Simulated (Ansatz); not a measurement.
Rows from a G0W0 calculation on Li2MgGeS4 (stannite) (I-42m) (Ansatz 0.2.0; G0W0 on PBEsol, plane waves, PAW; 4×4×4 mesh, 122 empty bands, screening to 48 eV), in eV. Spin-orbit coupling is left out.

The structure was built from a prototype and need not be the compound's stable phase.

```
row  k  band  start       Σx  Σc at the solution      Vxc
  A  Γ    c1  5.911   -9.148              -3.252  -13.440
  B  Γ    c2  6.608   -5.489              -3.351   -9.550
  C  Γ    v1  3.311  -18.265               2.562  -15.178
```

**Question.** Work out each quasiparticle level and how far it moved.

The quasiparticle equation reads E = start + Σx + Σc(E) − Vxc.

```
row  E (eV)  shift (eV)
  A   6.951      +1.040
  B   7.319      +0.710
  C   2.786      −0.524
```

Limits: not at the basis limit; no spin-orbit coupling.

[Paths, hosts, dates, memory and timing lines, banners, echoed tables and standing remarks are left out of the program output.]

[Logs are printed without paths, hosts, clocks, repeated set-up lines and the standing remarks that a program may print on its own settings, such as how far it seeks lower states.]

[Runs of the session that timed out or met a known fault of the program may be left out.]

[Cells called generated may have been cut or substituted from an entry of the Crystallography Open Database or the Materials Project.]

[Hosts, paths, dates, database ids (printed as entryN), source tags and the programs' standing remarks are cut or masked in the printed files.]
